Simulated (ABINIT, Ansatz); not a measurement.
**A GW run on LiNbO3 (R3c) in ABINIT, with inputs changed**

What do changed inputs do to GW on LiNbO3 (R3c)?

Method: PBE and many-body steps on it, plane waves, in ABINIT 10.8.3.

### 1. The starting structure

The structure is trigonal, space group R3c (No. 161). The conventional cell has a = 5.152 Å, b = 5.152 Å, c = 13.869 Å, α = 90.00°, β = 90.00°, γ = 120.00°. Li has 6 O at 2.07 to 2.24 Å nearest. Nb has 6 O at 1.88 to 2.13 Å nearest. O has 2 Nb at 1.88 to 2.13 Å and 2 Li at 2.07 to 2.24 Å nearest. Farther neighbours and most contacts between anions are not listed.

As a file:

```cif
data_structure
_symmetry_space_group_name_H-M 'R3c:H'
_symmetry_Int_Tables_number 161
_cell_length_a 5.1516
_cell_length_b 5.1516
_cell_length_c 13.8690
_cell_angle_alpha 90.000
_cell_angle_beta 90.000
_cell_angle_gamma 120.000
_cell_volume 318.76
loop_
_atom_site_label
_atom_site_type_symbol
_atom_site_symmetry_multiplicity
_atom_site_Wyckoff_symbol
_atom_site_fract_x
_atom_site_fract_y
_atom_site_fract_z
_atom_site_occupancy
Li1 Li 6 a 0.66667 0.33333 0.05183 1
Nb1 Nb 6 a 0.66667 0.33333 0.33328 1
O1 O 18 b 0.01050 0.38222 0.26991 1
```

The cell and positions come from the Crystallography Open Database and are kept as given unless a step says otherwise.

### 2. Screening, 4×4×4 mesh, 233 bands, screening to 141.5 eV

This step: ABINIT 10.8.3; RPA screening on PBE, plane waves, norm-conserving pseudopotentials.

The RPA dielectric matrix is built and inverted for each q.

run.abi reads:

```
acell 3*1.0 Angstrom
rprim 
  2.575800000019 1.487138823389 4.623000000000
  -2.575800000018 1.487138823389 4.623000000000
  0.000000000000 -2.974277646779 4.623000000000
ntypat 3
znucl 3 41 8
natom 10
typat 1 1 2 2 3 3 3 3 3 3
xred 
  0.281500000000 0.281500000000 0.281500000000
  0.781500000000 0.781500000000 0.781500000000
  0.000055000000 0.000055000000 0.000055000000
  0.500055000000 0.500055000000 0.500055000000
  0.112310000000 0.358360000000 0.719590000000
  0.719590000000 0.112310000000 0.358360000000
  0.358360000000 0.719590000000 0.112310000000
  0.219590000000 0.858360000000 0.612310000000
  0.858360000000 0.612310000000 0.219590000000
  0.612310000000 0.219590000000 0.858360000000
pp_dirpath "pseudos"
pseudos "Li.upf, Nb.upf, O.upf"
ecut 37
ngkpt 4 4 4
nshiftk 1
shiftk 0 0 0
kptopt 1
chksymbreak 0
istwfk *1
occopt 1
irdwfk 1
optdriver 3
nband 233
ecuteps 5.2
inclvkb 2
awtr 1
symchi 1
indata_prefix "in"
outdata_prefix "out"
tmpdata_prefix "tmp"
```

Command:

```console
$ OMP_NUM_THREADS=1 mpirun -n 16 abinit run.abi > log
```

The program printed:

```text
.Version 10.8.3 of ABINIT. v10.8.2 released Aug 2026.

 Symmetries : space group R3 c (#161); Bravais hR (rhombohedral)
[... echo of the input left out ...]
== DATASET  1 ==================================================================
-   mpi_nproc: 16, omp_nthreads: 1 (-1 if OMP is not activated)

--- !DatasetInfo
iteration_state: {dtset: 1, }
dimensions: {natom: 10, nkpt: 13, mband: 233, nsppol: 1, nspinor: 1, nspden: 1, mpw: 7739, }
cutoff_energies: {ecut:  37.0, pawecutdg:  -1.0, }
electrons: {nelect:   6.80000000E+01, charge:   0.00000000E+00, occopt:   1.00000000E+00, tsmear:   1.00000000E-02, }

 SCREENING: Calculation of the susceptibility and dielectric matrices

 Based on a program developped by R.W. Godby, V. Olevano, G. Onida, and L. Reining.
 Incorporated in ABINIT by V. Olevano, G.-M. Rignanese, and M. Torrent.
.Using double precision arithmetic ; gwpc =  8

[... cell and pseudopotentials left out ...]
--------------------------------------------------------------------------------

 ==== K-mesh for the wavefunctions ====
 Number of points in the irreducible wedge :    13
[... list of points left out ...]
 Together with  6 symmetry operations and time-reversal symmetry
 yields    64 points in the full Brillouin Zone.

 ==== Q-mesh for the screening function ====
 Number of points in the irreducible wedge :    13
[... list of points left out ...]
 Together with  6 symmetry operations and time-reversal symmetry
 yields    64 points in the full Brillouin Zone.

 setmesh: FFT mesh size selected  =    40x   40x   40
          total number of points  =        64000

 vcoul_init : cutoff-mode = AUXILIARY_FUNCTION
 q-points for optical limit:   1
     1)      0.000010    0.000020    0.000030

- screening: taking advantage of time-reversal symmetry
- Maximum band index for partially occupied states nbvw = 34
- Remaining bands to be divided among processors   nbcw = 199
- Number of bands treated by each node ~12

 Number of electrons calculated from density =   68.0000; Expected =   68.0000
 average of density, n =  0.094836
 r_s =    1.3603
 omega_plasma =   29.7059 [eV]

 calculating chi0 at frequencies [eV] :
  1    0.000000E+00    0.000000E+00
  2    0.000000E+00    2.970588E+01

--------------------------------------------------------------------------------
  q-point number  1        q = ( 0.000000, 0.000000, 0.000000) [r.l.u.]
--------------------------------------------------------------------------------
[... chi0 elements left out ...]
 For q-point:  0.000010 0.000020 0.000030
  dielectric constant =   5.0180
  dielectric constant without local fields =   5.6246

  Average fulfillment of the sum rule on Im[epsilon] for q-point    1 :     70.46  [%]
[... wings left out ...]
  q-point number  2        q = ( 0.250000, 0.000000, 0.000000) [r.l.u.]
--------------------------------------------------------------------------------
[... chi0 elements left out ...]
  Average fulfillment of the sum rule on Im[epsilon] for q-point    2 :     78.30  [%]

 [... 11 further q-points ...]
```

Wall time 6.6 min (16 MPI ranks of Arm Neoverse V2, shared host); peak memory 13 GiB; 1.8 h of CPU time.

Numbers from this step:

| Property | Result |
| --- | --- |
| ε∞ with local fields, on this mesh, along the program's q direction | 5.018 |
| the same without local fields | 5.625 |
| plasma frequency | 29.71 eV |
| plane waves in the screening matrix | 405 |

Local fields lower ε∞ by 11 %.

### 3. Base

The self-energy is evaluated for the states that the input lists, and the levels follow from it, in one-shot runs by the linearised quasiparticle equation.

This step: G0W0 on PBE, plane waves, norm-conserving pseudopotentials.

Edit run.abi of step 2 so:

```diff
@@ -31,8 +31,17 @@
 irdwfk 1
-optdriver 3
+optdriver 4
 nband 233
+gwcalctyp 0
+ecutsigx 37
+symsigma 1
+nkptgw 2
+kptgw 
+  0.0000000000 0.0000000000 0.0000000000
+  0.5000000000 0.2500000000 0.0000000000
+bdgw 
+  33 36
+  33 36
 ecuteps 5.2
-inclvkb 2
-awtr 1
-symchi 1
+irdscr 1
+ppmodel 1
 indata_prefix "in"
```

The program printed:

```text
.Version 10.8.3 of ABINIT. v10.8.2 released Aug 2026.

 Symmetries : space group R3 c (#161); Bravais hR (rhombohedral)
[... echo of the input left out ...]
== DATASET  1 ==================================================================
-   mpi_nproc: 16, omp_nthreads: 1 (-1 if OMP is not activated)

--- !DatasetInfo
iteration_state: {dtset: 1, }
dimensions: {natom: 10, nkpt: 13, mband: 233, nsppol: 1, nspinor: 1, nspden: 1, mpw: 7739, }
cutoff_energies: {ecut:  37.0, pawecutdg:  -1.0, }
electrons: {nelect:   6.80000000E+01, charge:   0.00000000E+00, occopt:   1.00000000E+00, tsmear:   1.00000000E-02, }

 SIGMA: Calculation of the GW corrections

 Based on a program developped by R.W. Godby, V. Olevano, G. Onida, and L. Reining.
 Incorporated in ABINIT by V. Olevano, G.-M. Rignanese, and M. Torrent.
.Using double precision arithmetic ; gwpc =  8

[... cell and pseudopotentials left out ...]
--------------------------------------------------------------------------------

 ==== K-mesh for the wavefunctions ====
 Number of points in the irreducible wedge :    13
[... list of points left out ...]
 Together with  6 symmetry operations and time-reversal symmetry
 yields    64 points in the full Brillouin Zone.

 ==== Q-mesh for screening function ====
 Number of points in the irreducible wedge :    13
[... list of points left out ...]
 Together with  6 symmetry operations and time-reversal symmetry
 yields    64 points in the full Brillouin Zone.

 vcoul_init : cutoff-mode = AUXILIARY_FUNCTION
 q-points for optical limit:   1
     1)      0.000010    0.000020    0.000030
 setmesh: FFT mesh size selected  =    60x   60x   60
          total number of points  =       216000

 Number of electrons calculated from density =   68.0000; Expected =   68.0000
 average of density, n =  0.094836
 r_s =    1.3603
 omega_plasma =   29.7059 [eV]

 === KS Band Gaps ===
  >>>> For spin  1
   Minimum direct gap =   3.6183 [eV], located at k-point      :   0.0000  0.0000  0.0000
   Fundamental gap    =   3.6160 [eV], Top of valence bands at :   0.0000  0.0000  0.0000
                                       Bottom of conduction at :   0.5000  0.2500  0.0000
 SIGMA fundamental parameters:
 PLASMON POLE MODEL  1
 number of plane-waves for SigmaX                 7739
 number of plane-waves for SigmaC and W            405
 number of plane-waves for wavefunctions          7739
 number of bands                                   233
 number of independent spin polarizations            1
 number of spinorial components                      1
 number of k-points in IBZ                          13
 number of q-points in IBZ                          13
 number of symmetry operations                       6
 number of k-points in BZ                           64
 number of q-points in BZ                           64
 number of frequencies for dSigma/dE                 9
 frequency step for dSigma/dE [eV]                0.25
 number of omega for Sigma on real axis              0
 max omega for Sigma on real axis  [eV]           0.00
 zcut for avoiding poles [eV]                     0.10

 EPSILON^-1 parameters (SCR file):
 dimension of the eps^-1 matrix on file            405
 dimension of the eps^-1 matrix used               405
 number of plane-waves for wavefunctions          7739
 number of bands                                   233
 number of q-points in IBZ                          13
 number of frequencies                               2
 number of real frequencies                          1
 number of imag frequencies                          1

 matrix elements of self-energy operator (all in [eV])

 Perturbative Calculation

--- !SelfEnergy_ee
iteration_state: {dtset: 1, }
kpoint     : [   0.000,    0.000,    0.000, ]
spin       : 1
KS_gap     :    3.618
QP_gap     :    5.093
Delta_QP_KS:    1.475
data: !SigmaeeData |
     Band     E0 <VxcDFT>   SigX SigC(E0)      Z dSigC/dE  Sig(E)    E-E0       E
       33   4.475 -19.865 -24.865   4.712   0.775  -0.291 -20.088  -0.223   4.253
       34   4.475 -19.865 -24.865   4.712   0.775  -0.291 -20.088  -0.223   4.253
       35   8.093 -17.114 -11.382  -4.189   0.811  -0.233 -15.862   1.253   9.346
       36   8.093 -17.114 -11.382  -4.189   0.811  -0.233 -15.862   1.253   9.346

--- !SelfEnergy_ee
iteration_state: {dtset: 1, }
kpoint     : [   0.500,    0.250,    0.000, ]
spin       : 1
KS_gap     :    3.727
QP_gap     :    5.225
Delta_QP_KS:    1.498
data: !SigmaeeData |
     Band     E0 <VxcDFT>   SigX SigC(E0)      Z dSigC/dE  Sig(E)    E-E0       E
       33   4.173 -19.692 -24.669   4.630   0.776  -0.289 -19.961  -0.269   3.904
       34   4.364 -19.756 -24.822   4.737   0.775  -0.290 -20.011  -0.255   4.109
       35   8.091 -17.056 -11.284  -4.242   0.812  -0.231 -15.813   1.243   9.334
       36   8.569 -17.473 -11.697  -4.163   0.807  -0.239 -16.171   1.302   9.870

== END DATASET(S) ==============================================================
================================================================================

 -outvars: echo values of variables after computation  --------
           etotal      0.0000000000E+00
            nband         233
             nkpt          13
          spgroup         161
 [... the other variables as echoed above ...]

 Calculation completed.
```

Run time: 44 s. Hardware: 16 MPI ranks; peak memory 7.1 GiB.

Numbers from this step:

* G0W0 gap on the points computed: 5.081 eV
* starting gap on the mesh: 3.616 eV
* k of the valence top: 0, 0, 0
* k of the conduction bottom: 0.5, 0.25, 0
* Z at the valence top: 0.775
* Z at the conduction bottom: 0.812
* least direct G0W0 gap on the computed points: 5.093 eV

The gap on the mesh goes from 3.62 eV to 5.08 eV, a correction of +1.47 eV.

### 4. Exchange cutoff

Edit run.abi of step 3 so:

```diff
@@ -34,3 +34,3 @@
 gwcalctyp 0
-ecutsigx 37
+ecutsigx 11.1
 symsigma 1
```

The program printed:

```text
.Version 10.8.3 of ABINIT. v10.8.2 released Aug 2026.

 Symmetries : space group R3 c (#161); Bravais hR (rhombohedral)
[... echo of the input left out ...]
== DATASET  1 ==================================================================
-   mpi_nproc: 16, omp_nthreads: 1 (-1 if OMP is not activated)

--- !DatasetInfo
iteration_state: {dtset: 1, }
dimensions: {natom: 10, nkpt: 13, mband: 233, nsppol: 1, nspinor: 1, nspden: 1, mpw: 7739, }
cutoff_energies: {ecut:  37.0, pawecutdg:  -1.0, }
electrons: {nelect:   6.80000000E+01, charge:   0.00000000E+00, occopt:   1.00000000E+00, tsmear:   1.00000000E-02, }

 SIGMA: Calculation of the GW corrections

 Based on a program developped by R.W. Godby, V. Olevano, G. Onida, and L. Reining.
 Incorporated in ABINIT by V. Olevano, G.-M. Rignanese, and M. Torrent.
.Using double precision arithmetic ; gwpc =  8

[... cell and pseudopotentials left out ...]
--------------------------------------------------------------------------------

 ==== K-mesh for the wavefunctions ====
 Number of points in the irreducible wedge :    13
[... list of points left out ...]
 Together with  6 symmetry operations and time-reversal symmetry
 yields    64 points in the full Brillouin Zone.

 ==== Q-mesh for screening function ====
 Number of points in the irreducible wedge :    13
[... list of points left out ...]
 Together with  6 symmetry operations and time-reversal symmetry
 yields    64 points in the full Brillouin Zone.

 vcoul_init : cutoff-mode = AUXILIARY_FUNCTION
 q-points for optical limit:   1
     1)      0.000010    0.000020    0.000030
 setmesh: FFT mesh size selected  =    48x   48x   48
          total number of points  =       110592

 Number of electrons calculated from density =   68.0000; Expected =   68.0000
[...]
number of omega for Sigma on real axis              0
 max omega for Sigma on real axis  [eV]           0.00
 zcut for avoiding poles [eV]                     0.10

 EPSILON^-1 parameters (SCR file):
 dimension of the eps^-1 matrix on file            405
 dimension of the eps^-1 matrix used               405
 number of plane-waves for wavefunctions          7739
 number of bands                                   233
 number of q-points in IBZ                          13
 number of frequencies                               2
 number of real frequencies                          1
 number of imag frequencies                          1

 matrix elements of self-energy operator (all in [eV])

 Perturbative Calculation

--- !SelfEnergy_ee
iteration_state: {dtset: 1, }
kpoint     : [   0.000,    0.000,    0.000, ]
spin       : 1
KS_gap     :    3.618
QP_gap     :    4.954
Delta_QP_KS:    1.336
data: !SigmaeeData |
     Band     E0 <VxcDFT>   SigX SigC(E0)      Z dSigC/dE  Sig(E)    E-E0       E
       33   4.475 -19.865 -24.522   4.712   0.775  -0.291 -19.822   0.043   4.518
       34   4.475 -19.865 -24.522   4.712   0.775  -0.291 -19.822   0.043   4.518
       35   8.093 -17.114 -11.226  -4.189   0.811  -0.233 -15.735   1.379   9.473
[...]
--- !SelfEnergy_ee
iteration_state: {dtset: 1, }
kpoint     : [   0.500,    0.250,    0.000, ]
spin       : 1
KS_gap     :    3.727
QP_gap     :    5.085
Delta_QP_KS:    1.358
data: !SigmaeeData |
     Band     E0 <VxcDFT>   SigX SigC(E0)      Z dSigC/dE  Sig(E)    E-E0       E
[...]
35   8.091 -17.056 -11.135  -4.242   0.812  -0.231 -15.692   1.364   9.455
       36   8.569 -17.473 -11.518  -4.163   0.807  -0.239 -16.026   1.447  10.015

== END DATASET(S) ==============================================================
================================================================================

 -outvars: echo values of variables after computation  --------
           etotal      0.0000000000E+00
            nband         233
             nkpt          13
          spgroup         161
 [... the other variables as echoed above ...]

 Calculation completed.
```

It took 39 s on 16 MPI ranks; peak memory 7 GiB; 10 min of CPU time.

This step gave:

```
G0W0 gap on the points computed              : 4.937 eV
starting gap on the mesh                     : 3.616 eV
k of the valence top                         : 0, 0, 0
k of the conduction bottom                   : 0.5, 0.25, 0
Z at the valence top                         : 0.775
Z at the conduction bottom                   : 0.812
least direct G0W0 gap on the computed points : 4.955 eV
```

### 5. Side by side

Times are wall times on 16 MPI ranks of Arm Neoverse V2, shared host, good to a factor of about two. A run's time includes the screening step that it read.

```
            run   mesh  bands  screening cutoff (eV)  DFT gap (eV)  gap on the mesh (eV)  direct (eV)  ε∞ used     time
           base  4×4×4    233                  141.5         3.616                 5.081        5.093     5.02  7.3 min
exchange cutoff  4×4×4    233                  141.5         3.616                 4.937        4.955     5.02  7.2 min
```

### 6. Outcome

```
base            : 5.081 eV
exchange cutoff : 4.937 eV
known limits    : not at the basis limit; no spin-orbit coupling
```

In words: Exchange cutoff: −0.144 eV against base (keys changed: ecutsigx). Bands and cutoff are finite, so the gap is not at the basis limit. The miss can reach some tenths of an eV and take either sign; the mesh is an error of its own. In the first G0W0 run levels were corrected at 2 k points alone, so a gap called «on the mesh» is the least over those, and an edge elsewhere would be missed. The many-body steps are scalar-relativistic: spin-orbit coupling is not in them.

[Paths, hosts, dates, memory and timing lines, banners, echoed tables and standing remarks are left out of the program output.]

[Logs are printed without paths, hosts, clocks, repeated set-up lines and the standing remarks that a program may print on its own settings, such as how far it seeks lower states.]

[Runs of the session that timed out or met a known fault of the program may be left out.]

[No measured gap is set beside runs whose start may be inverted or whose files or cutoffs have a known fault.]

[Hosts, paths, dates, database ids (printed as entryN), source tags and the programs' standing remarks are cut or masked in the printed files.]

[G0W0 gaps are taken among the corrected bands and points alone; a level outside them can change the order at an edge.]

[Where Ansatz stands beside ABINIT at settings called matched, ABINIT's density can come from a denser mesh and the files from another edition; pairs whose starting gaps differed by over 0.03 eV were left out, so agreement reads better than it is.]
